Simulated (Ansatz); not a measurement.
**Si on Ru(0001): change of the work function**

Aim: the work function of Ru(0001) at several coverages of Si (fcc site), and the dipole that each adsorbate carries.

Program: Ansatz 0.2.0. Level of theory: plane-wave DFT, PBE, Ansatz PAW. Values are calculated unless marked as measured.

**1. Set-up**

The cell holds 4 atoms: 4 Ru. Its edges and angles: a = 2.700 Å, b = 2.700 Å, c = 24.415 Å, α = 90.0°, β = 90.0°, γ = 60.0°. Vacuum lies along c.

**2. The clean slab**

The bare slab comes first, as the zero from which every change is counted. The two lowest layers are held at bulk places and the upper ones relax. The dipole correction removes the false field that a one-sided slab makes across the periodic vacuum, so each face gets a flat vacuum level of its own.

File input.yaml:

```yaml
crystal:
  lattice:
    - [2.7, 0.0, 0.0]
    - [1.35, 2.3382685902, 0.0]
    - [0.0, 0.0, 24.4152]
  atoms:
    - { symbol: Ru, position: [0.6666666667, 0.6666666667, 0.3686228251] }
    - { symbol: Ru, position: [0.0, 0.0, 0.4562076084] }
    - { symbol: Ru, position: [0.6666666667, 0.6666666667, 0.5437923916] }
    - { symbol: Ru, position: [0.0, 0.0, 0.6313771749] }
kpoints:
  mp_grid: { grid: [12, 12, 1] }
hamiltonian:
  xc: pbe
scf:
  occupations: { method: fermi_dirac, width: 0.1 }
  convergence: { dr2_threshold: 1.0e-08 }
efield:
  axis: 3
  dipole_correction: true
  ramp_position: 0.97
  ramp_width: 0.06
relax:
  f_tol: 0.02
  max_steps: 60
  constraints: [{ sites: [0, 1] }]
output:
  write_potential: true
  write_density: true
  volumetric_format: npy
```

Launch:

```
$ ansatz run input.yaml --threads 4 --pin off --max-ram 16384MiB --backend cpu --events-out ev --progress --plain --runs-dir out
```

Output:

```text
Engine: ansatz 0.2.0, aarch64-unknown-linux-gnu
Pseudopotentials: kind: paw
Pseudopotential: Ru, paw, valence charge 16, recommended cutoff 420 eV (normal), Ru.paw.azcp
Functional definition: PBE
  parameter kappa = 0.804
  parameter beta = 0.066725
  exchange = pbe_x(kappa = kappa, mu = beta*pi^2/3)
  correlation = pbe_c(beta = beta)
Crystal: 4 atoms, lattice volume = 154.141 Å³
Basis set: ecut = 420 eV, 3063 PW (Γ), exchange–correlation on 40×40×360 points (8 copies of the dense FFT grid, shifted against one another)
Bands: 39, of which v1, the nominal top of the filled ones, is band 32 counted from 1 (31 counted from 0)
Symmetry: 6 space group operations
k-points: 19 of 144 (time reversal used)
Non-local potential: Ru, projectors of the file, l = 0: 3, l = 1: 2, l = 2: 2, l = 3: 1
PAW form: soft (Blöchl's): semilocal exchange-correlation on the pseudo side does not see the compensation charge
PAW one-centre angular grid: Ru, 590 points (default); XC on 64 Gauss nodes
Initial density: superposition of atomic densities (neutral atoms: chi_scale 0, normalization atom), corrected by the library's trained network
Initial wavefunctions: pseudopotential atomic-orbital guess
Functional: x = pbe(κ = 0.804, μ = 0.219515), c = pbe(β = 0.066725)
SCF iter   1: F=—  HF=-23512.726011 eV  |F-HF|=—  |Δ(HF+E_count)|=         —  Δρ=8.02e-3  dr2=4.20e-1  ethr=1.77e-3  p=0.000 e·Å  D=2.55e-14 V/Å  ΔV_dip=-0.00 eV  dr2_dipole=4.18e-8  V_vac-E_F(+/−)=4.75/4.75 eV  ⟨swp⟩=7.4  Hψ=3258  notcnv=0
efield: sawtooth ramp at fractional position 0.9700 (set: `efield.ramp_position`, or a place that a band, a saddle search or an elastic batch's reference lends), width 0.0600; the density the first Hamiltonian is built on has a dipole p = 0.000 e·Å; the dipole correction subtracts the counter field D = 2.55e-14 V/Å, which shifts the + side's vacuum level by -0.00 eV against the − side's; the planar-averaged density in the ramp window peaks in size at 5.1e-6 e/Å³
preconditioner: auto → LDOS  [metal: Δε(μ)=0.040 eV  Ē_g=4.722 eV  σ=0.100 eV  W_gap=0.10  n_scr=18 (ndim 8)  ℏωp=16.9 eV  f_vac=0.584  D(μ)=4.50/eV (n_scr^D=16)  β→1.0]
SCF iter   2: F=—  HF=-23512.720745 eV  |F-HF|=—  |Δ(HF+E_count)|=   5.27e-3  Δρ=3.31e-3  dr2=3.80e-2  ethr=6.57e-4  p=-0.000 e·Å  D=-1.91e-5 V/Å  ΔV_dip=0.00 eV  dr2_dipole=4.73e-7  V_vac-E_F(+/−)=5.00/5.00 eV  ⟨swp⟩=1.5  Hψ=919  notcnv=0
SCF iter   3: F=—  HF=-23512.717886 eV  |F-HF|=—  |Δ(HF+E_count)|=   2.86e-3  Δρ=6.79e-4  dr2=8.55e-4  ethr=5.94e-5  p=-0.000 e·Å  D=-7.45e-6 V/Å  ΔV_dip=0.00 eV  dr2_dipole=3.12e-7  V_vac-E_F(+/−)=5.05/5.05 eV  ⟨swp⟩=2.0  Hψ=932  notcnv=0
SCF iter   4: F=—  HF=-23512.717814 eV  |F-HF|=—  |Δ(HF+E_count)|=   7.16e-5  Δρ=1.58e-4  dr2=1.09e-4  ethr=1.34e-6  p=-0.000 e·Å  D=-6.72e-6 V/Å  ΔV_dip=0.00 eV  dr2_dipole=3.71e-8  V_vac-E_F(+/−)=5.07/5.07 eV  ⟨swp⟩=2.1  Hψ=1171  notcnv=0
SCF iter   5: F=—  HF=-23512.717807 eV  |F-HF|=—  |Δ(HF+E_count)|=   7.22e-6  Δρ=5.25e-5  dr2=8.28e-6  ethr=1.71e-7  p=0.000 e·Å  D=1.09e-6 V/Å  ΔV_dip=-0.00 eV  dr2_dipole=6.52e-10  V_vac-E_F(+/−)=5.08/5.08 eV  ⟨swp⟩=2.2  Hψ=1114  notcnv=0
SCF iter   6: F=—  HF=-23512.717808 eV  |F-HF|=—  |Δ(HF+E_count)|=   7.84e-7  Δρ=2.85e-5  dr2=1.76e-6  ethr=1.29e-8  p=-0.000 e·Å  D=-2.98e-6 V/Å  ΔV_dip=0.00 eV  dr2_dipole=1.16e-11  V_vac-E_F(+/−)=5.09/5.09 eV  ⟨swp⟩=3.0  Hψ=1433  notcnv=0
SCF iter   7: F=—  HF=-23512.717807 eV  |F-HF|=—  |Δ(HF+E_count)|=   1.27e-7  Δρ=8.99e-6  dr2=2.28e-7  ethr=2.75e-9  p=0.000 e·Å  D=5.84e-8 V/Å  ΔV_dip=-0.00 eV  dr2_dipole=4.45e-11  V_vac-E_F(+/−)=5.09/5.09 eV  ⟨swp⟩=2.5  Hψ=1217  notcnv=0
SCF iter   8: F=—  HF=-23512.717808 eV  |F-HF|=—  |Δ(HF+E_count)|=   1.93e-7  Δρ=3.54e-6  dr2=2.81e-8  ethr=3.56e-10  p=-0.000 e·Å  D=-1.02e-7 V/Å  ΔV_dip=0.00 eV  dr2_dipole=1.70e-14  V_vac-E_F(+/−)=5.09/5.09 eV  ⟨swp⟩=2.8  Hψ=1346  notcnv=0
SCF iter   9: F=-23512.717808 eV  HF=-23512.717808 eV  |F-HF|=1.65e-9  |Δ(HF+E_count)|=   2.22e-8  Δρ=1.12e-6  dr2=1.93e-9  ethr=1.56e-11  p=-0.000 e·Å  D=-1.49e-7 V/Å  ΔV_dip=0.00 eV  dr2_dipole=2.06e-13  V_vac-E_F(+/−)=5.09/5.09 eV  ⟨swp⟩=10.6  Hψ=5507  notcnv=0
SCF 1 converged in 9 iterations: F = -23512.717808 eV  dr2 = 1.93e-9
  greatest PAW one-centre occupation: 0.998 electrons in one spin orbital (limit 2), on the Ru atom at site 3 (counted from 0), in its partial waves of l = 0
relax step   1: F+E_penalty+E_count = -23512.71780769 eV  Δ(F+E_penalty+E_count) = +0.000e0 eV  max|allowed force component| = 5.365e-1 eV/Å  Δτ_max = 0.0000 Å  (9 SCF iters, accepted)
Initial density: handed on by an earlier stage of this run
Initial wavefunctions: those handed on with the density
iter 1 solved again at ethr=2.79e-4 eV; its pass at ethr=3.10e-3 eV (dr2=1.79e-1 eV) is discarded
SCF iter   1: F=—  HF=-23512.732681 eV  |F-HF|=—  |Δ(HF+E_count)|=         —  Δρ=4.18e-3  dr2=1.61e-1  ethr=2.79e-4  p=-0.000 e·Å  D=-3.92e-8 V/Å  ΔV_dip=0.00 eV  dr2_dipole=5.05e-2  V_vac-E_F(+/−)=5.08/5.08 eV  ⟨swp⟩=1.4  Hψ=2246  notcnv=0
efield: sawtooth ramp at fractional position 0.9700 (set: `efield.ramp_position`, or a place that a band, a saddle search or an elastic batch's reference lends), width 0.0600; the density the first Hamiltonian is built on has a dipole p = -0.000 e·Å; the dipole correction subtracts the counter field D = -3.92e-8 V/Å, which shifts the + side's vacuum level by +0.00 eV against the − side's; the planar-averaged density in the ramp window peaks in size at 1.2e-6 e/Å³
preconditioner: auto → LDOS  [metal: Δε(μ)=0.011 eV  Ē_g=4.777 eV  σ=0.100 eV  W_gap=0.03  n_scr=18 (ndim 8)  ℏωp=16.9 eV  f_vac=0.589  D(μ)=4.80/eV (n_scr^D=18)  β→1.0]
SCF iter   2: F=—  HF=-23512.729634 eV  |F-HF|=—  |Δ(HF+E_count)|=   3.05e-3  Δρ=1.47e-3  dr2=8.73e-3  ethr=2.51e-4  p=0.001 e·Å  D=1.54e-3 V/Å  ΔV_dip=-0.04 eV  dr2_dipole=1.08e-3  V_vac-E_F(+/−)=5.04/5.07 eV  ⟨swp⟩=1.8  Hψ=865  notcnv=0
SCF iter   3: F=—  HF=-23512.729688 eV  |F-HF|=—  |Δ(HF+E_count)|=   5.40e-5  Δρ=1.46e-3  dr2=8.06e-3  ethr=1.36e-5  p=0.002 e·Å  D=1.78e-3 V/Å  ΔV_dip=-0.04 eV  dr2_dipole=1.74e-4  V_vac-E_F(+/−)=5.04/5.08 eV  ⟨swp⟩=2.9  Hψ=1565  notcnv=0
SCF iter   4: F=—  HF=-23512.727755 eV  |F-HF|=—  |Δ(HF+E_count)|=   1.93e-3  Δρ=1.69e-4  dr2=7.46e-5  ethr=1.26e-5  p=0.001 e·Å  D=1.75e-3 V/Å  ΔV_dip=-0.04 eV  dr2_dipole=2.30e-6  V_vac-E_F(+/−)=5.03/5.07 eV  ⟨swp⟩=2.4  Hψ=1137  notcnv=0
SCF iter   5: F=—  HF=-23512.727757 eV  |F-HF|=—  |Δ(HF+E_count)|=   2.03e-6  Δρ=6.38e-5  dr2=1.06e-5  ethr=1.17e-7  p=0.001 e·Å  D=1.73e-3 V/Å  ΔV_dip=-0.04 eV  dr2_dipole=2.00e-7  V_vac-E_F(+/−)=5.03/5.07 eV  ⟨swp⟩=3.2  Hψ=1576  notcnv=0
SCF iter   6: F=—  HF=-23512.727763 eV  |F-HF|=—  |Δ(HF+E_count)|=   5.90e-6  Δρ=2.64e-5  dr2=1.28e-6  ethr=1.66e-8  p=0.001 e·Å  D=1.75e-3 V/Å  ΔV_dip=-0.04 eV  dr2_dipole=6.23e-9  V_vac-E_F(+/−)=5.03/5.07 eV  ⟨swp⟩=2.3  Hψ=1096  notcnv=0
SCF iter   7: F=—  HF=-23512.727764 eV  |F-HF|=—  |Δ(HF+E_count)|=   6.93e-7  Δρ=6.73e-6  dr2=1.28e-7  ethr=2.01e-9  p=0.002 e·Å  D=1.77e-3 V/Å  ΔV_dip=-0.04 eV  dr2_dipole=1.80e-8  V_vac-E_F(+/−)=5.03/5.07 eV  ⟨swp⟩=3.2  Hψ=1481  notcnv=0
SCF iter   8: F=—  HF=-23512.727764 eV  |F-HF|=—  |Δ(HF+E_count)|=   1.54e-7  Δρ=2.57e-6  dr2=1.73e-8  ethr=2.01e-10  p=0.002 e·Å  D=1.76e-3 V/Å  ΔV_dip=-0.04 eV  dr2_dipole=5.74e-11  V_vac-E_F(+/−)=5.03/5.07 eV  ⟨swp⟩=2.6  Hψ=1265  notcnv=0
SCF iter   9: F=-23512.727764 eV  HF=-23512.727764 eV  |F-HF|=1.10e-8  |Δ(HF+E_count)|=   8.54e-8  Δρ=8.42e-7  dr2=1.45e-9  ethr=1.56e-11  p=0.002 e·Å  D=1.77e-3 V/Å  ΔV_dip=-0.04 eV  dr2_dipole=8.76e-11  V_vac-E_F(+/−)=5.03/5.07 eV  ⟨swp⟩=10.9  Hψ=5451  notcnv=0
SCF 2 converged in 9 iterations: F = -23512.727764 eV  dr2 = 1.45e-9
relax step   2: F+E_penalty+E_count = -23512.72776402 eV  Δ(F+E_penalty+E_count) = -9.956e-3 eV  max|allowed force component| = 2.640e-1 eV/Å  Δτ_max = 0.0631 Å  (9 SCF iters, accepted)
SCF iter   1: F=—  HF=-23512.732127 eV  |F-HF|=—  |Δ(HF+E_count)|=         —  Δρ=2.15e-3  dr2=4.13e-2  ethr=5.39e-4  p=0.002 e·Å  D=1.77e-3 V/Å  ΔV_dip=-0.04 eV  dr2_dipole=1.13e-2  V_vac-E_F(+/−)=5.03/5.08 eV  ⟨swp⟩=2.5  Hψ=1222  notcnv=0
efield: sawtooth ramp at fractional position 0.9700 (set: `efield.ramp_position`, or a place that a band, a saddle search or an elastic batch's reference lends), width 0.0600; the density the first Hamiltonian is built on has a dipole p = 0.002 e·Å; the dipole correction subtracts the counter field D = 1.77e-3 V/Å, which shifts the + side's vacuum level by -0.04 eV against the − side's; the planar-averaged density in the ramp window peaks in size at 1.5e-6 e/Å³
preconditioner: auto → LDOS  [metal: Δε(μ)=0.014 eV  Ē_g=4.748 eV  σ=0.100 eV  W_gap=0.03  n_scr=18 (ndim 8)  ℏωp=16.9 eV  f_vac=0.586  D(μ)=4.73/eV (n_scr^D=18)  β→1.0]
SCF iter   2: F=—  HF=-23512.731430 eV  |F-HF|=—  |Δ(HF+E_count)|=   6.97e-4  Δρ=7.28e-4  dr2=2.45e-3  ethr=6.45e-5  p=0.001 e·Å  D=1.56e-3 V/Å  ΔV_dip=-0.04 eV  dr2_dipole=5.81e-4  V_vac-E_F(+/−)=5.04/5.08 eV  ⟨swp⟩=1.3  Hψ=911  notcnv=0
SCF iter   3: F=—  HF=-23512.731343 eV  |F-HF|=—  |Δ(HF+E_count)|=   8.72e-5  Δρ=6.75e-4  dr2=1.60e-3  ethr=3.83e-6  p=0.001 e·Å  D=1.09e-3 V/Å  ΔV_dip=-0.03 eV  dr2_dipole=1.21e-4  V_vac-E_F(+/−)=5.05/5.07 eV  ⟨swp⟩=3.1  Hψ=1548  notcnv=0
SCF iter   4: F=—  HF=-23512.731020 eV  |F-HF|=—  |Δ(HF+E_count)|=   3.23e-4  Δρ=9.48e-5  dr2=2.67e-5  ethr=2.50e-6  p=0.001 e·Å  D=1.20e-3 V/Å  ΔV_dip=-0.03 eV  dr2_dipole=7.96e-8  V_vac-E_F(+/−)=5.05/5.07 eV  ⟨swp⟩=2.0  Hψ=1076  notcnv=0
SCF iter   5: F=—  HF=-23512.731020 eV  |F-HF|=—  |Δ(HF+E_count)|=   6.03e-7  Δρ=2.91e-5  dr2=1.95e-6  ethr=4.17e-8  p=0.001 e·Å  D=1.21e-3 V/Å  ΔV_dip=-0.03 eV  dr2_dipole=2.55e-7  V_vac-E_F(+/−)=5.04/5.07 eV  ⟨swp⟩=3.1  Hψ=1467  notcnv=0
SCF iter   6: F=—  HF=-23512.731025 eV  |F-HF|=—  |Δ(HF+E_count)|=   4.88e-6  Δρ=1.06e-5  dr2=2.20e-7  ethr=3.05e-9  p=0.001 e·Å  D=1.21e-3 V/Å  ΔV_dip=-0.03 eV  dr2_dipole=2.08e-9  V_vac-E_F(+/−)=5.05/5.07 eV  ⟨swp⟩=2.2  Hψ=1072  notcnv=0
SCF iter   7: F=—  HF=-23512.731026 eV  |F-HF|=—  |Δ(HF+E_count)|=   3.04e-7  Δρ=3.59e-6  dr2=4.54e-8  ethr=3.44e-10  p=0.001 e·Å  D=1.20e-3 V/Å  ΔV_dip=-0.03 eV  dr2_dipole=5.43e-9  V_vac-E_F(+/−)=5.05/5.07 eV  ⟨swp⟩=2.9  Hψ=1360  notcnv=0
SCF iter   8: F=-23512.731026 eV  HF=-23512.731026 eV  |F-HF|=2.10e-8  |Δ(HF+E_count)|=   4.07e-8  Δρ=1.12e-6  dr2=4.97e-9  ethr=1.56e-11  p=0.001 e·Å  D=1.20e-3 V/Å  ΔV_dip=-0.03 eV  dr2_dipole=1.47e-10  V_vac-E_F(+/−)=5.05/5.08 eV  ⟨swp⟩=10.9  Hψ=5658  notcnv=0
SCF 3 converged in 8 iterations: F = -23512.731026 eV  dr2 = 4.97e-9
relax step   3: F+E_penalty+E_count = -23512.73102571 eV  Δ(F+E_penalty+E_count) = -3.262e-3 eV  max|allowed force component| = 1.726e-2 eV/Å  Δτ_max = 0.0292 Å  (8 SCF iters, accepted)
NSCF: frozen V_eff on 19 k-points
the band table was solved once a step of the walk had ended and its energy, with any forces and stress, was formed, with the checks that follow a solve (3207 applications of the Hamiltonian). They found nothing against the state; the energy, forces and stress were not computed again (output.eigenvalues in the input reference)
WARN: The input density's exchange-correlation potential varies sharply where the density is thin. Do not read a vacuum level from v_tot or v_xc, or from such a field of the output density. On a cell that repeats whose density bears no net charge and no dipole along the vacuum's axis use v_es (v_loc + v_h of the components); under efield.dipole_correction with no amplitude use v_es + v_field, which holds any external [...]
SCF converged after 8 iterations
Free energy (F): -23512.731026 eV
Harris-Foulkes:  -23512.731026 eV  (|F-HF|=2.10e-8)
Internal energy: -23512.573717 eV  (E = F + TS)
E sigma→0 (E₀):  -23512.652371 eV
Entropy (-TS):   -0.157309 eV (-39.327 meV/atom)
Fermi energy:    5.070094 eV
Dipole field:    D = 0.001218 V/Å  (p = 0.001038 e·Å, saw-weighted, corrected)
Work function:   Φ+ = 5.0457 eV   Φ− = 5.0754 eV
Levels:          The Fermi level and band energies are counted from a zero that moves with the ramp; work functions are not
--- Per-component energies (eV) ---
  E_band       = -1382.396250
  E_kinetic    = 2053.424202
  E_local      = -108450.119539  (includes V_loc(G=0)·N_el)
  E_nonlocal   = 1374.134429
  E_hartree    = 52740.331170
  E_xc         = -759.224491
  E_vxc        = -952.769082  (∫ρ·V_xc dr)
  E_paw        = -13843.557206  (= ΣΔE_a)
  E_vpaw       = -887.740778  (= ΣTr[D̂ρ^β])
  E_aug_tail   = -0.000773  (compensation charges beyond the density's cutoff)
  E_efield     = 0.000001  (sawtooth field / dipole correction)
  E_vefield    = 0.000284  (∫n·V_field dr)
  E_ewald      = 43372.438490
  E_smearing   = -0.157309  (= −TS)
  E_closure    = -0.000000  (closes the sum)
  Σ components = -23512.731026   (vs F -23512.731026, Δ=0.00e0)
--- Forces (eV/Å), atoms counted from 1 ---
  atom   1  Ru     0.00000000    -0.00000000     0.47191100
  atom   2  Ru    -0.00000000     0.00000000    -0.45864794
  atom   3  Ru    -0.00000000    -0.00000000    -0.01725956
  atom   4  Ru    -0.00000000    -0.00000000     0.00398370
  max |Σ_I F_I| component: 1.28e-5 eV/Å
--- Band table (eV; the first three rows and the last of 19) ---
  k-point 0: bands = [... 28 lower, 3.1032, 3.1032, 3.3035, 4.2564, 4.2564, 5.1708, 5.2356, 5.2356, ... 3 higher]
  k-point 1: bands = [... 28 lower, 3.1352, 3.2707, 3.3655, 4.0857, 4.2001, 4.6895, 4.9614, 5.1771, ... 3 higher]
  k-point 2: bands = [... 28 lower, 3.2004, 3.4733, 3.6256, 3.7607, 4.0789, 4.3168, 4.8058, 5.0858, ... 3 higher]
  k-point 18: bands = [... 28 lower, 3.0217, 3.8651, 4.4540, 5.7029, 5.7380, 5.7613, 6.1990, 6.2368, ... 3 higher]
--- Relaxed structure (3 steps of the walk, 3 accepted, 0 SCFs on fresh bases) ---
  F+E_penalty+E_count = -23512.73102571 eV   max|allowed force component| = 1.726e-2 eV/Å
  atoms:
    - { symbol: Ru, position: [0.666667, 0.666667, 0.3686228251] }
    - { symbol: Ru, position: [0.0, 0.0, 0.456208] }
    - { symbol: Ru, position: [0.666667, 0.666667, 0.544587] }
    - { symbol: Ru, position: [-1.393648e-18, 0, 0.629989] }
```

It took 9.1 s on 4 threads of Arm Neoverse V1, shared host; peak memory 0.46 GiB; 35 s of CPU time.

In the SCF lines HF is the Harris–Foulkes energy and dr2 the Hartree energy of the density residual, in eV; the loop may stop once dr2 is under the threshold and the program's other checks hold. Hψ counts applications of the Hamiltonian.

The steps of the relaxation:

```tsv
step	energy less that of the first step (eV)	largest force component (eV/Å)
1	0.0000	0.5365
2	-0.0100	0.2640
3	-0.0132	0.0173
```

Forces are held to the 6 operations that the program found; a distortion that breaks them can't arise in this run.

The atoms that moved most (Å):

```tsv
atom	dx	dy	dz	length
Ru4	0.000	0.000	-0.034	0.034
Ru3	0.000	0.000	0.019	0.019
```

The relaxed structure:

```xyz
4
Lattice="2.7000 0.0000 0.0000 1.3500 2.3383 0.0000 0.0000 0.0000 24.4152" Properties=species:S:1:pos:R:3
Ru    2.7000    1.5588    9.0000
Ru    0.0000    0.0000   11.1384
Ru    2.7000    1.5588   13.2962
Ru    0.0000    0.0000   15.3813
```

Read from the output:

- energy at zero smearing: -23512.6524 eV
- work function, upper face: 5.046 eV
- work function, lower face: 5.075 eV
- dipole along the normal: 0.001038 e·Å
- step between the vacuum levels: -0.02975 eV

Running mean over 2.138 Å of the planar mean; the ramp of the sawtooth is left out. Electron's electrostatic potential energy less the Fermi level against z:

z (Å), electron's electrostatic potential energy less the Fermi level (eV) and a bar from the least value:
```
      3.0        5.1 ##############################
      3.5        5.1 ##############################
      4.0        5.1 ##############################
      4.5        5.1 ##############################
      5.0        5.1 ##############################
      5.5        5.0 ##############################
      6.0        5.0 ##############################
      6.5        4.8 ##############################
      7.0        3.9 ############################
      7.5        0.7 ########################
      8.0       -6.3 #############
      8.5      -12.3 #####
      9.0      -14.2 ##
      9.5      -14.5 #
     10.0      -14.6 #
     10.5      -14.7 #
     11.0      -14.8 #
     11.5      -14.8 #
     12.0      -14.6 #
     12.5      -14.7 #
     13.0      -14.9 #
     13.5      -15.0 #
     14.0      -15.4 
     14.5      -15.4 
     15.0      -14.8 #
     15.5      -14.1 ##
     16.0      -11.4 ######
     16.5       -4.5 ################
     17.0        1.8 #########################
     17.5        4.2 #############################
     18.0        4.8 ##############################
     18.5        5.0 ##############################
     19.0        5.0 ##############################
     19.5        5.0 ##############################
     20.0        5.0 ##############################
     20.5        5.0 ##############################
     21.0        5.0 ##############################
```

The relaxation took 3 steps and lowered the energy by 0.013 eV; the largest force on the free atoms ends at 0.017 eV/Å.

The work function of the upper face is 5.05 eV.

[end of part 1 of 4]

[Long decimals in the printed logs are rounded to 6 places.]

[Logs are printed without paths, hosts, clocks, repeated set-up lines and the standing remarks that a program may print on its own settings, such as how far it seeks lower states.]

[Hosts, paths, dates, database ids (printed as entryN), source tags and the programs' standing remarks are cut or masked in the printed files.]

[Maps of the electrostatic potential energy from Ansatz leave out the sawtooth potential of an applied field or a dipole correction, so their vacuum need not be flat; planar profiles and work functions include it.]
